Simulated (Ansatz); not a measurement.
# NaF (Villiaumite, Fm-3m): from the cell to its phonons, part 2 of 3

The cell of NaF (Villiaumite, Fm-3m) is at rest. What are its phonons? After the zone centre comes a 4×4×4 q mesh on a 8×8×8 k mesh.

Ansatz 0.2.0; DFT PBEsol, scalar-relativistic, plane waves, PAW.

So far. Step 2 (Zone-centre response): Before it was imposed, the acoustic sum rule was missed by 2.4e-5 eV/Å² and the charge sum rule by 3.9e-5 e. Small misses are needed for a sound result but don't prove that mesh and cutoff are converged. The lowest optical mode is real, 239 cm⁻¹.

**3. Response at finite wavevector**

Stability and thermal properties need the whole zone. Linear response on a 4×4×4 q mesh gives force constants as far as a supercell of that size would, and the tensors from the zone-centre run are typed in so that the long-range dipole term is interpolated apart.

Input file input.yaml:

```yaml
crystal:
  lattice:
    - [0.0, 2.3145907857, 2.3145907857]
    - [2.3145907857, 0.0, 2.3145907857]
    - [2.3145907857, 2.3145907857, 0.0]
  atoms:
    - { symbol: Na, position: [0.0, 0.0, 0.0] }
    - { symbol: F, position: [0.5, 0.5, 0.5] }
kpoints:
  mp_grid: { grid: [8, 8, 8] }
hamiltonian:
  xc: pbesol
scf:
  occupations: { method: fixed }
output:
  eigenvalues: true
phonons:
  method: dfpt
  qmesh: [4, 4, 4]
  temperatures: { t_max: 1000, t_step: 50 }
  qpath:
    path:
      - [[0.0, 0.0, 0.0], [0.5, 0.0, 0.5], [0.625, 0.25, 0.625]]
      - [[0.375, 0.375, 0.75], [0.0, 0.0, 0.0], [0.5, 0.5, 0.5], [0.5, 0.25, 0.75], [0.5, 0.0, 0.5]]
    npoints: 10
  non_analytic_term:
    high_frequency_dielectric_tensor: [[1.895, 0.0, 0.0], [0.0, 1.895, 0.0], [0.0, 0.0, 1.895]]
    born_effective_charges:
      - { species: Na, tensor: [[1.0121, 0.0, 0.0], [0.0, 1.0121, 0.0], [0.0, 0.0, 1.0121]] }
      - { species: F, tensor: [[-1.0121, 0.0, 0.0], [0.0, -1.0121, 0.0], [0.0, 0.0, -1.0121]] }
    source: "zone-centre run at this cell"
```

Run with:

```console
ansatz run input.yaml --threads 4 --pin off --max-ram 7168MiB --backend cpu --events-out ev --progress --plain --runs-dir out
```

Numbers of over 12 decimals in the logs are rounded to 6 here.

The log of the run:

```text
[...]
Crystal: 2 atoms, lattice volume = 24.800 Å³
Basis set: ecut = 420 eV, 531 PW (Γ), exchange–correlation on 48×48×48 points (8 copies of the dense FFT grid, shifted against one another)
Bands: 12, of which v1, the nominal top of the filled ones, is band 8 counted from 1 (7 counted from 0)
Symmetry: 48 space group operations
k-points: 29 of 512
[...]
SCF iter   1: F=—  HF=-2278.929754 eV  |F-HF|=—  |Δ(HF+E_count)|=         —  Δρ=1.16e-2  dr2=2.02e-2  ethr=1.77e-3  ⟨swp⟩=4.6  Hψ=1695  notcnv=0  defer=54
[...]
SCF iter   8: F=-2278.922428 eV  HF=-2278.922428 eV  |F-HF|=4.55e-13  |Δ(HF+E_count)|=  3.68e-11  Δρ=3.64e-8  dr2=2.12e-13  ethr=1.00e-12  ⟨swp⟩=6.9  Hψ=1820  notcnv=0
SCF 1 converged in 8 iterations: F = -2278.922428 eV  dr2 = 2.12e-13
[...]
NSCF: frozen V_eff on 29 k-points
[...]
DFPT response loops at q = (0, 0, 0) (fractional): preconditioner auto → none (the input reference at scf.mixing.eps_inf says where Resta's filter doesn't serve); β = 0.50; Broyden in place of MSR1
[...]
SCF converged after 8 iterations
Free energy (F): -2278.922428 eV
[...]
Internal energy: -2278.922428 eV  (E = F + TS)
E sigma→0 (E₀):  -2278.922428 eV
Fermi energy:    0.949745 eV
[...]
--- Band table (eV; the first three rows and the last of 29) ---
  k-point 0: bands = [... 4 lower, -17.8125, 0.9497, 0.9497, 0.9497, 7.1479, 19.8042, 19.8042, 19.8042]
  k-point 1: bands = [... 4 lower, -17.6043, 0.6480, 0.9114, 0.9114, 7.6980, 18.0322, 20.0452, 20.0452]
  k-point 2: bands = [... 4 lower, -17.3296, 0.0360, 0.8195, 0.8195, 9.0182, 15.9429, 20.5813, 20.5813]
  k-point 28: bands = [... 4 lower, -17.3675, 0.0591, 0.0591, 0.3693, 14.0096, 14.0096, 16.1365, 17.7651]
--- Phonons (Γ-DFPT): 2 representative perturbations + reference (Σ response iterations 7) ---
  ASR residual: 1.918e-5 → 0.000e0 eV/Å²; symmetrization residual: 1.020e-6 eV/Å²
  ASR residual per site (eV/Å²): 1.92e-5 3.45e-6
  Γ frequencies (cm⁻¹): 0.00 0.00 0.00 239.34 239.34 239.34
--- Phonons (arbitrary-q DFPT): 8 irreducible q on the 4×4×4 mesh ---
  q = [0.0000, 0.0000, 0.0000] (star 1, of the zone-centre solve; hermiticity 9.31e-7, symmetrization 1.35e-12): -0.00 0.00 0.00 239.34 239.34 239.34
  q = [0.0000, 0.0000, 0.2500] (star 8, 2 solved perturbations on 288 of 512 k-point pairs; hermiticity 6.75e-7, symmetrization 5.06e-13): 104.97 104.97 165.89 227.05 227.05 376.35
[...]
q = [0.0000, 0.2500, 0.2500] (star 6, 4 solved perturbations in 528 linear systems a pass and spin channel, the states on 164 of 512 k-point pairs; hermiticity 4.87e-7, symmetrization 1.84e-13): 100.38 100.38 192.14 246.50 246.50 339.90
[...]
sum rule: each row above includes the acoustic sum rule's correction from the zone centre's row sums; it moved no ω² by more than (0.48 cm⁻¹)²
  mesh force constants: q→R imaginary residual 3.25e-18; ASR residual 1.918e-5 → 0.000e0 eV/Å²; symmetrization residual 3.109e-15 eV/Å²
  interpolated dispersion: 63 rows × 6 modes
  density of states and harmonic sums: on the 24×24×24 q-mesh, interpolated from the force constants of a 4×4×4 supercell (with the dipole–dipole term of supplied tensors)
  largest difference from the sums on the solved wave vectors: F 1.06e-2 eV, S 1.47e-5 and C_V 4.00e-6 eV/K
  zero-point energy: 0.081159 eV/cell   skipped modes (ω ≤ 0): 3   left out of the sums: 3.62e-5 of the cell's modes: C_V's classical limit lies that fraction below 3 k_B per atom; for a crystal, a wire or a layer, F and S can be off by more, and a phonons.interpolated_qmesh denser along its periods is the remedy for the sampling
```

The job ended after 33 s (4 threads of Arm Neoverse V1, shared host; peak memory 0.6 GiB; 2 min of CPU time).

Numbers from this step:

- sum-rule residual before enforcement: 1.92e-5 eV/Å²
- lowest frequency on the path: 0 cm⁻¹
- highest frequency on the path or at a solved wavevector: 400.5 cm⁻¹
- mean frequency: 218.2 cm⁻¹
- Debye temperature (second moment): 422 K
- logarithmic mean frequency: 208 cm⁻¹
- lowest mode on the q mesh (acoustic modes at Γ apart): 100.4 cm⁻¹
- zero-point energy per atom: 40.58 meV
- heat capacity at 300 K: 22.66 J/(mol atoms K)
- vibrational entropy at 300 K: 26.19 J/(mol atoms K)

Frequencies (cm⁻¹) solved at each irreducible wavevector; negative means imaginary. Frequencies by wavevector, by row:

| q in reciprocal lattice units | star | mode 1 | mode 2 | mode 3 | mode 4 | mode 5 | mode 6 |
| --- | --- | --- | --- | --- | --- | --- | --- |
| 0 0 0 | 1 | 0 | 0 | 0 | 239.3 | 239.3 | 239.3 |
| 0 0 0.25 | 8 | 105 | 105 | 165.9 | 227.1 | 227.1 | 376.4 |
| 0 0 -0.5 | 4 | 173 | 173 | 194.6 | 194.6 | 295.8 | 301.6 |
| 0 0.25 0.25 | 6 | 100.4 | 100.4 | 192.1 | 246.5 | 246.5 | 339.9 |
| 0 0.25 -0.5 | 24 | 148.1 | 191.2 | 226.3 | 232.7 | 252.9 | 293.8 |
| 0 0.25 -0.25 | 12 | 164.3 | 170.2 | 197.2 | 226.3 | 255.3 | 316.7 |
| 0 -0.5 -0.5 | 3 | 141.2 | 141.2 | 252 | 253.6 | 253.6 | 280.7 |
| 0.25 -0.5 -0.25 | 6 | 203.3 | 208.3 | 208.3 | 226.2 | 264.7 | 264.7 |

Interpolated from a 4×4×4 q mesh, with the LO-TO term (at Γ the limit along the path; where Γ stands inside the path, tables give the limit on arrival). The phonon branches at the labelled points (cm⁻¹):

| point | branch 1 | branch 2 | branch 3 | branch 4 | branch 5 | branch 6 |
| --- | --- | --- | --- | --- | --- | --- |
| Γ | 0 | 0 | 0 | 239 | 239 | 400 |
| halfway | 100 | 100 | 192 | 246 | 246 | 340 |
| X | 141 | 141 | 252 | 254 | 254 | 281 |
| halfway | 145 | 164 | 247 | 249 | 256 | 278 |
| U | 156 | 212 | 230 | 234 | 260 | 270 |
| jump to K | 156 | 212 | 230 | 234 | 260 | 270 |
| halfway | 123 | 136 | 188 | 211 | 249 | 354 |
| Γ | 0 | 0 | 0 | 239 | 239 | 400 |
| halfway | 105 | 105 | 166 | 227 | 227 | 376 |
| L | 173 | 173 | 195 | 195 | 296 | 302 |
| halfway | 174 | 184 | 218 | 232 | 266 | 284 |
| W | 203 | 208 | 208 | 226 | 265 | 265 |
| halfway | 164 | 167 | 242 | 246 | 257 | 275 |
| X | 141 | 141 | 252 | 254 | 254 | 281 |

The phonon branches as a text plot (rows in cm⁻¹):

```
    392 |***                        ********
    375 |   *                    ***        *
    359 |    **                 *            **
    342 |      *                               *
    325 |       *              *                *
    309 |                    **                  **
    292 |        ***                             *****
    275 |           ******* *                   *    ****   *****
    259 |         **************               *      ***********
    242 |*********     ******   ***********            **   ***
    225 |       *         ** **  ***       ****      ********
    209 |                ****  **             **   ***   ***
    192 |      *            *** *            *  ****  **** **
    175 |               *   ***                  ********   **
    159 |    **        * ***   * *          *  **             *
    142 |         *******      **          *  *                **
    125 |   *    *              * **         *
    108 |      **                *        * *
     92 |  * **                  ****      *
     75 |                         **     *
     58 |   *                       *     *
     42 | **                        **  **
     25 | *                          *  *
      8 |*                            **
         Γ           X  U|K            Γ         L        W     X
```

The phonon density of states has structure finer than the step of the table below, so its rows give means over 20 cm⁻¹, whole bins alone (the curve runs from 2.5 to 402 cm⁻¹). Peaks (cm⁻¹: height): 172.5: 0.0355, 242.5: 0.0637, 257.5: 0.0555.

Tetrahedra on a 24×24×24 mesh, mean over bins of 5 cm-1. Interpolated from a 4×4×4 q mesh. The phonon density of states by wavenumber; means over each step:

wavenumber (cm⁻¹), phonon density of states (1/cm⁻¹/cell) and a bar:
```
       20     0.0002 
       40     0.0008 
       60     0.0019 #
       80     0.0036 ##
      100     0.0062 ###
      120     0.0105 ######
      140     0.0193 ##########
      160     0.0274 ###############
      180     0.0258 ##############
      200     0.0277 ###############
      220     0.0379 #####################
      240     0.0550 ##############################
      260     0.0345 ###################
      280     0.0171 #########
      300     0.0100 #####
      320     0.0075 ####
      340     0.0059 ###
      360     0.0046 ##
      380     0.0031 ##
```

The partial phonon density of states has structure finer than the step of the table below, so its rows give means over 10 cm⁻¹, whole bins alone (the curve runs from -10 to 422 cm⁻¹). Peaks (cm⁻¹: height): F 152.9: 0.00946, 242.4: 0.0301, 275.0: 0.0172; Na 171.9: 0.0256, 245.2: 0.0317.

Phonopy on the run's constants, 21x21x21 mesh, Gaussian sigma 3.1 cm-1. Interpolated from a 4×4×4 q mesh. The partial phonon density of states by wavenumber; means over each step; values in 1/cm⁻¹/cell:

| wavenumber (cm⁻¹) | F | Na |
| --- | --- | --- |
| 0 | 1.5e-5 | 1.5e-5 |
| 10 | 4.4e-6 | 6.4e-6 |
| 20 | 1.2e-4 | 1.4e-4 |
| 30 | 1.8e-4 | 2.1e-4 |
| 40 | 4.0e-4 | 4.9e-4 |
| 50 | 5.4e-4 | 6.6e-4 |
| 60 | 8.7e-4 | 0.00108 |
| 70 | 0.00117 | 0.00148 |
| 80 | 0.00156 | 0.00197 |
| 90 | 0.00216 | 0.00282 |
| 100 | 0.00250 | 0.00334 |
| 110 | 0.00362 | 0.00499 |
| 120 | 0.00420 | 0.00610 |
| 130 | 0.00529 | 0.00802 |
| 140 | 0.00777 | 0.0125 |
| 150 | 0.00862 | 0.0152 |
| 160 | 0.00849 | 0.0176 |
| 170 | 0.00781 | 0.0239 |
| 180 | 0.00552 | 0.0201 |
| 190 | 0.00651 | 0.0136 |
| 200 | 0.0171 | 0.0119 |
| 210 | 0.0213 | 0.0126 |
| 220 | 0.0228 | 0.0153 |
| 230 | 0.0246 | 0.0192 |
| 240 | 0.0291 | 0.0282 |
| 250 | 0.0264 | 0.0276 |
| 260 | 0.0187 | 0.0167 |
| 270 | 0.0139 | 0.00522 |
| 280 | 0.0146 | 0.00324 |
| 290 | 0.00909 | 0.00299 |
| 300 | 0.00678 | 0.00274 |
| 310 | 0.00569 | 0.00318 |
| 320 | 0.00448 | 0.00292 |
| 330 | 0.00377 | 0.00266 |
| 340 | 0.00349 | 0.00261 |
| 350 | 0.00300 | 0.00233 |
| 360 | 0.00254 | 0.00203 |
| 370 | 0.00214 | 0.00173 |
| 380 | 0.00171 | 0.00140 |
| 390 | 0.00118 | 9.7e-4 |
| 400 | 3.6e-4 | 3.0e-4 |
| 410 | 4.7e-6 | 4.4e-6 |

Second derivatives of the energy by pair, one row for each kind of neighbour of each atom listed. Each entry sums the pair over the periodic images of the supercell that the q mesh stands for, and in a polar crystal it holds the long-range dipole part too. Force constants by pair, by row:

| atom | neighbour | distance (Å) | third of the trace (eV/Å²) | along the pair's line (eV/Å²) |
| --- | --- | --- | --- | --- |
| Na1 | itself | 0 | 3.927 | – |
| Na1 | F | 2.315 | -0.5542 | -0.7595 |
| Na1 | Na | 3.273 | -0.0472 | -0.6082 |
| Na1 | F | 4.009 | 0.01 | 0.2456 |
| Na1 | Na | 4.629 | -0.0495 | -0.2102 |
| Na1 | F | 5.176 | 0.0218 | 0.1363 |
| Na1 | Na | 5.67 | -0.0175 | -0.0988 |
| Na1 | Na | 6.547 | -0.0138 | -0.1054 |
| Na1 | F | 6.944 | 0.0186 | 0.0659 |
| F2 | itself | 0 | 3.914 | – |
| F2 | Na | 2.315 | -0.5542 | -0.7595 |
| F2 | F | 3.273 | -0.0588 | -0.5469 |
| F2 | Na | 4.009 | 0.01 | 0.2456 |
| F2 | F | 4.629 | -0.0214 | -0.1671 |
| F2 | Na | 5.176 | 0.0218 | 0.1363 |
| F2 | F | 5.67 | -0.0177 | -0.0961 |
| F2 | F | 6.547 | -0.0296 | -0.1305 |
| F2 | Na | 6.944 | 0.0186 | 0.0659 |

Harmonic thermodynamic functions per atom, from the density of states. Interpolated from a 4×4×4 q mesh. Thermodynamic functions, by row:

| T (K) | F_vib (meV/atom) | S (J/mol-atom/K) | C_V (J/mol-atom/K) |
| --- | --- | --- | --- |
| 0 | 40.58 | 0 | 0 |
| 50 | 40.46 | 1.02 | 3.141 |
| 100 | 38.76 | 5.996 | 12 |
| 200 | 26.42 | 17.45 | 20.22 |
| 300 | 3.58 | 26.19 | 22.66 |
| 400 | -27.16 | 32.86 | 23.61 |
| 500 | -64.07 | 38.18 | 24.08 |
| 600 | -106 | 42.6 | 24.34 |
| 700 | -152.2 | 46.36 | 24.5 |
| 800 | -201.9 | 49.64 | 24.6 |
| 900 | -254.9 | 52.54 | 24.67 |
| 1000 | -310.8 | 55.15 | 24.72 |

Harmonic mean-square displacement, third of the trace. Interpolated from a 4×4×4 q mesh. Mean square displacements, by row:

| T (K) | Na1 U_eq (Å²) | F2 U_eq (Å²) |
| --- | --- | --- |
| 0 | 0.00397 | 0.0043 |
| 100 | 0.00514 | 0.00536 |
| 300 | 0.01138 | 0.01133 |
| 600 | 0.0219 | 0.02163 |

Symmetry leaves 8 wavevectors to solve. The lowest mode among them, the acoustic zeros apart, lies at q = (0, 0.25, 0.25) and is real, 100 cm⁻¹.

[end of part 2 of 3]

[Logs are printed without paths, hosts, clocks, repeated set-up lines and the standing remarks that a program may print on its own settings, such as how far it seeks lower states.]

[Hosts, paths, dates, database ids (printed as entryN), source tags and the programs' standing remarks are cut or masked in the printed files.]
